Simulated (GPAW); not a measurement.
# Quasiparticle gap of ZnS2 (Pa-3) in GPAW

Wanted: ground state, empty states, screening and self-energy for ZnS2 (Pa-3).

Calculated with GPAW 26.7.0; LDA and many-body steps on it, plane waves.

The raw output is cut from this account; settings, times and results stay.

## 1. The starting structure

Symmetry: Pa-3, No. 205, cubic system. The conventional cell has a = 5.945 Å, b = 5.945 Å, c = 5.945 Å, α = 90.00°, β = 90.00°, γ = 90.00°. Nearest to Zn lie 6 S at 2.52 Å. S has 1 S at 2.06 Å and 3 Zn at 2.52 Å nearest. Farther neighbours, and contacts between anions beyond the nearest, are not listed.

The cell and positions are those that the Materials Project relaxed with its own functionals (PBE, PBE+U or r2SCAN), kept fixed.

## 2. Ground state

This step: GPAW 26.7.0; DFT, LDA, plane waves, PAW.

The ground-state density comes first.

run.py

```python
import json
import numpy as np
from gpaw.mpi import world
from ase import Atoms
from gpaw import GPAW, PW, FermiDirac

atoms = Atoms(['Zn', 'Zn', 'Zn', 'Zn', 'S', 'S', 'S', 'S', 'S', 'S', 'S', 'S'],
    cell=[[5.9454304600, 0.0000000000, 0.0000000000],
      [0.0000000000, 5.9454304600, 0.0000000000],
      [0.0000000000, 0.0000000000, 5.9454304600]],
    scaled_positions=[[0.5000000000, 0.5000000000, 0.0000000000],
      [0.5000000000, 0.0000000000, 0.5000000000],
      [0.0000000000, 0.5000000000, 0.5000000000],
      [0.0000000000, 0.0000000000, 0.0000000000],
      [0.1002463900, 0.8997536100, 0.3997536100],
      [0.8997536100, 0.3997536100, 0.1002463900],
      [0.3997536100, 0.1002463900, 0.8997536100],
      [0.6002463900, 0.6002463900, 0.6002463900],
      [0.8997536100, 0.1002463900, 0.6002463900],
      [0.1002463900, 0.6002463900, 0.8997536100],
      [0.6002463900, 0.8997536100, 0.1002463900],
      [0.3997536100, 0.3997536100, 0.3997536100]],
    pbc=(True, True, True))
calc = GPAW(mode=PW(600),
    xc='LDA',
    kpts={'size': (4, 4, 4), 'gamma': True},
    occupations=FermiDirac(0.001),
    nbands=-12,
    convergence={'density': 1e-6, 'bands': -3},
    maxiter=100,
    txt='gs.txt')
atoms.calc = calc
res = {'energy': atoms.get_potential_energy()}
kpts = calc.get_ibz_k_points()
res['kpts'] = kpts
res['eigenvalues'] = [calc.get_eigenvalues(kpt=k) for k in range(len(kpts))]
res['n_electrons'] = calc.get_number_of_electrons()
calc.write('gs.gpw')

if world.rank == 0:
    with open('result.json', 'w') as f:
        json.dump(res, f, default=lambda x: x.tolist())
```

On the command line:

```console
$ mpirun -n 8 gpaw python run.py
```

It took 80 s on 8 MPI ranks of Arm Neoverse V1, shared host; peak memory 2.2 GiB.

Read from the output:

| Item | Value |
| --- | --- |
| total energy | -50.4278 eV |
| gap | 1.262 eV |
| k of the valence top | 0, 0, 0 |
| k of the conduction bottom | 0.25, 0.25, 0.25 |
| least direct gap | 1.640 eV |

The gap is indirect, with the least direct gap 0.38 eV higher.

## 3. Bands along the symmetry lines

Levels along a band path, at the cheap level, show where the edges lie and whether the meshes to come will hold them.

run.py

```python
import json
import numpy as np
from gpaw.mpi import world
from gpaw import GPAW

path = [[0.000000, 0.000000, 0.000000],
    [0.000000, 0.062500, 0.000000],
    [0.000000, 0.125000, 0.000000],
    [0.000000, 0.187500, 0.000000],
    [0.000000, 0.250000, 0.000000],
    [0.000000, 0.312500, 0.000000],
    [0.000000, 0.375000, 0.000000],
    [0.000000, 0.437500, 0.000000],
    [0.000000, 0.500000, 0.000000],
    [0.062500, 0.500000, 0.000000],
    [0.125000, 0.500000, 0.000000],
    [0.187500, 0.500000, 0.000000],
    [0.250000, 0.500000, 0.000000],
    [0.312500, 0.500000, 0.000000],
    [0.375000, 0.500000, 0.000000],
    [0.437500, 0.500000, 0.000000],
    [0.500000, 0.500000, 0.000000],
    [0.437500, 0.437500, 0.000000],
    [0.375000, 0.375000, 0.000000],
    [0.312500, 0.312500, 0.000000],
    [0.250000, 0.250000, 0.000000],
    [0.187500, 0.187500, 0.000000],
    [0.125000, 0.125000, 0.000000],
    [0.062500, 0.062500, 0.000000],
    [0.000000, 0.000000, 0.000000],
    [0.062500, 0.062500, 0.062500],
    [0.125000, 0.125000, 0.125000],
    [0.187500, 0.187500, 0.187500],
    [0.250000, 0.250000, 0.250000],
    [0.312500, 0.312500, 0.312500],
    [0.375000, 0.375000, 0.375000],
    [0.437500, 0.437500, 0.437500],
    [0.500000, 0.500000, 0.500000],
    [0.437500, 0.500000, 0.437500],
    [0.375000, 0.500000, 0.375000],
    [0.312500, 0.500000, 0.312500],
    [0.250000, 0.500000, 0.250000],
    [0.187500, 0.500000, 0.187500],
    [0.125000, 0.500000, 0.125000],
    [0.062500, 0.500000, 0.062500],
    [0.000000, 0.500000, 0.000000],
    [0.500000, 0.500000, 0.500000],
    [0.500000, 0.500000, 0.437500],
    [0.500000, 0.500000, 0.375000],
    [0.500000, 0.500000, 0.312500],
    [0.500000, 0.500000, 0.250000],
    [0.500000, 0.500000, 0.187500],
    [0.500000, 0.500000, 0.125000],
    [0.500000, 0.500000, 0.062500],
    [0.500000, 0.500000, 0.000000],
    [0.500000, 0.437500, 0.000000],
    [0.500000, 0.375000, 0.000000],
    [0.500000, 0.312500, 0.000000],
    [0.500000, 0.250000, 0.000000],
    [0.500000, 0.187500, 0.000000],
    [0.500000, 0.125000, 0.000000],
    [0.500000, 0.062500, 0.000000],
    [0.500000, 0.000000, 0.000000]]
calc = GPAW('gs.gpw').fixed_density(kpts=path,
    symmetry='off',
    nbands=58,
    convergence={'bands': 54},
    txt='bands.txt')
res = {}
kpts = calc.get_ibz_k_points()
res['kpts'] = kpts
res['eigenvalues'] = [calc.get_eigenvalues(kpt=k) for k in range(len(kpts))]
res['n_electrons'] = calc.get_number_of_electrons()

if world.rank == 0:
    with open('result.json', 'w') as f:
        json.dump(res, f, default=lambda x: x.tolist())
```

On the command line:

```console
$ mpirun -n 8 gpaw python run.py
```

Elapsed: 4.1 min, on 8 MPI ranks; peak memory 2.7 GiB; 33 min of CPU time.

This step gave:

```yaml
gap: 1.262 eV
k_of_the_valence_top: 0, 0, 0
k_of_the_conduction_bottom: 0.25, 0.25, 0.25
least_direct_gap: 1.640 eV
```

The gap is 1.262 eV, as in the run before at this level.

The electronic bands at the labelled points (eV, zero at the top of the highest filled band):

| point | band 45 | band 46 | band 47 | band 48 | band 49 | band 50 | band 51 | band 52 |
| --- | --- | --- | --- | --- | --- | --- | --- | --- |
| Γ | -0.72 | -0.72 | 0.00 | 0.00 | 1.64 | 2.14 | 2.77 | 2.77 |
| halfway | -0.98 | -0.93 | -0.52 | -0.05 | 1.63 | 1.87 | 2.34 | 2.43 |
| X | -1.83 | -1.83 | -0.22 | -0.22 | 1.81 | 1.81 | 1.87 | 1.87 |
| halfway | -1.81 | -1.81 | -0.87 | -0.87 | 1.80 | 1.80 | 1.92 | 1.92 |
| M | -1.67 | -1.67 | -1.67 | -1.67 | 1.67 | 1.67 | 1.67 | 1.67 |
| halfway | -1.05 | -1.05 | -0.83 | -0.65 | 1.56 | 1.85 | 1.92 | 2.46 |
| Γ | -0.72 | -0.72 | 0.00 | 0.00 | 1.64 | 2.14 | 2.77 | 2.77 |
| halfway | -1.27 | -1.27 | -0.96 | -0.96 | 1.26 | 1.98 | 2.28 | 2.28 |
| R | -2.37 | -2.37 | -2.37 | -2.37 | 1.84 | 1.84 | 1.84 | 1.84 |
| halfway | -1.68 | -1.68 | -1.18 | -1.18 | 1.76 | 1.76 | 2.24 | 2.24 |
| X | -1.83 | -1.83 | -0.22 | -0.22 | 1.81 | 1.81 | 1.87 | 1.87 |
| jump to R | -2.37 | -2.37 | -2.37 | -2.37 | 1.84 | 1.84 | 1.84 | 1.84 |
| halfway | -1.78 | -1.78 | -1.78 | -1.78 | 2.04 | 2.04 | 2.04 | 2.04 |
| M | -1.67 | -1.67 | -1.67 | -1.67 | 1.67 | 1.67 | 1.67 | 1.67 |
| halfway | -1.69 | -1.69 | -0.74 | -0.74 | 1.66 | 1.66 | 1.92 | 1.92 |
| X1 | -1.83 | -1.83 | -0.22 | -0.22 | 1.81 | 1.81 | 1.87 | 1.87 |

## 4. Empty states on the mesh, 2×2×2 mesh, 717 bands

The sums over transitions need many empty states on a uniform mesh; this step solves for them.

run.py

```python
import json
import numpy as np
from gpaw.mpi import world
from gpaw import GPAW

calc = GPAW('gs.gpw').fixed_density(kpts={'size': (2, 2, 2), 'gamma': True},
    parallel={'domain': 1, 'band': 1},
    txt='nscf.txt')
calc.diagonalize_full_hamiltonian(nbands=717)
calc.write('full.gpw', mode='all')
res = {}
kpts = calc.get_ibz_k_points()
res['kpts'] = kpts
res['eigenvalues'] = [calc.get_eigenvalues(kpt=k) for k in range(len(kpts))]
res['n_electrons'] = calc.get_number_of_electrons()

if world.rank == 0:
    with open('result.json', 'w') as f:
        json.dump(res, f, default=lambda x: x.tolist())
```

On the command line:

```console
$ mpirun -n 4 gpaw python run.py
```

The job ended after 6.6 min (4 MPI ranks; peak memory 13 GiB; 26 min of CPU time).

Read from the output:

```yaml
gap: 1.640 eV
k_of_the_valence_top: 0, 0, 0
k_of_the_conduction_bottom: 0, 0, 0
least_direct_gap: 1.640 eV
k_points_computed: 4
lowest_point_of_the_top_converged_band_above_the_valence_top: 113.9342 eV
```

On this mesh the gap is 1.640 eV. The earlier step found 1.262 eV, so this mesh misses an edge.

## 5. Screening and self-energy, 2×2×2 mesh, 328 bands, screening to 78 eV

G0W0 replaces the xc potential by the self-energy, built once from these orbitals. Only a window of levels is corrected, while the sums run over the empty bands that the input names.

This step: G0W0 on LDA, plane waves, PAW.

run.py

```python
import json
import numpy as np
from gpaw.mpi import world
from gpaw.response.g0w0 import G0W0

gw = G0W0('full.gpw',
    filename='gw',
    kpts=[0],
    bands=(46, 50),
    ecut=78,
    nbands=328,
    integrate_gamma='WS',
    ppa=True)
gw.calculate()
res = {mode: {k: v for k, v in r.items() if k != 'sigma_eskwn'}
       for mode, r in gw.all_results.items()}

if world.rank == 0:
    with open('result.json', 'w') as f:
        json.dump(res, f, default=lambda x: x.tolist())
```

On the command line:

```console
$ mpirun -n 8 gpaw python run.py
```

The job ended after 79 s (8 MPI ranks; peak memory 4.6 GiB; 10 min of CPU time).

Read from the output:

```yaml
g0w0_gap_on_the_mesh: 2.742 eV
least_direct_g0w0_gap_on_the_computed_points: 2.742 eV
z_at_the_valence_top: 0.7814
z_at_the_conduction_bottom: 0.7881
starting_gap_on_the_mesh: 1.640 eV
k_of_the_valence_top: 0, 0, 0
k_of_the_conduction_bottom: 0, 0, 0
```

The gap on the mesh goes from 1.64 eV to 2.74 eV, a correction of +1.10 eV. The start differs from the 1.26 eV found before because the two sample other k points.

Limits: finite bands, cutoff and mesh; coarse k mesh. v1 is the top filled band, c1 the lowest empty one. The levels before and after the correction (eV, zero at the valence-band top of each column):

|  | conduction bottom | valence top |
| --- | --- | --- |
| Kohn-Sham | 1.64 | 0.00 |
| G0W0 | 2.74 | 0.00 |

|  | level | energy (eV) |
| --- | --- | --- |
| Kohn-Sham | Γ v2-v1 | 0.000 |
| Kohn-Sham | Γ c1 | 1.640 |
| Kohn-Sham | Γ c2 | 2.143 |
| G0W0 | Γ v2-v1 | 0.000 |
| G0W0 | Γ c1 | 2.742 |
| G0W0 | Γ c2 | 3.462 |

## 6. Where the time went

Times are wall times on the hardware named with each run, good to a factor of about two.

| step | time | share | memory (GiB) |
| --- | --- | --- | --- |
| ground state | 80 s | 10 % | 2.2 |
| bands along the symmetry lines | 4.1 min | 31 % | 2.7 |
| empty states on the mesh | 6.6 min | 49 % | 13 |
| screening and self-energy | 79 s | 10 % | 4.6 |

## 7. Summary of results

| Property | Result |
| --- | --- |
| LDA gap | 1.26 eV, indirect |
| G0W0 gap on the mesh | 2.74 eV |
| G0W0 gap over the zone (rigid shift) | 2.36 eV |
| GW settings | 2×2×2 mesh, 328 bands, screening to 78 eV, Godby-Needs plasmon pole |
| known limits | short of the basis limit; coarse k mesh |

G0W0 moves the gap on the mesh from 1.64 eV to 2.74 eV (+1.10 eV), with Z of 0.78 and 0.79 at the edges. The mesh misses the band edges by 0.38 eV in all; a rigid shift gives 2.36 eV for the zone. The dearest step here is «empty states on the mesh». Bands and cutoff are finite, so the gap stands short of the basis limit, usually by up to a few tenths of an eV; the mesh is an error of its own. In this program the long-wavelength screening can come out low in d oxides and layered crystals. The 2×2×2 mesh is coarse for this cell, which bears on the long-range parts of exchange and screening.

[Long decimals in the printed logs are rounded to 6 places.]

[Logs are printed without paths, hosts, clocks, repeated set-up lines and the standing remarks that a program may print on its own settings, such as how far it seeks lower states.]

[Paths, hosts, dates, memory and timing lines, banners, echoed tables and standing remarks are left out of the program output; an Ansatz launch command may be rebuilt from the run's recorded settings. Measured values are a selection of at most five: reports struck by readers or far from the other reports are left out. None is set beside runs whose start may be inverted or whose files or cutoffs have a known fault.]

[Runs of the session that timed out or met a known fault of the program may be left out.]

[Hosts, paths, dates, database ids (printed as entryN), source tags and the programs' standing remarks are cut or masked in the printed files.]

[Where the starting crystal was built by hand or by swapping elements, it need not be the compound's stable phase.]
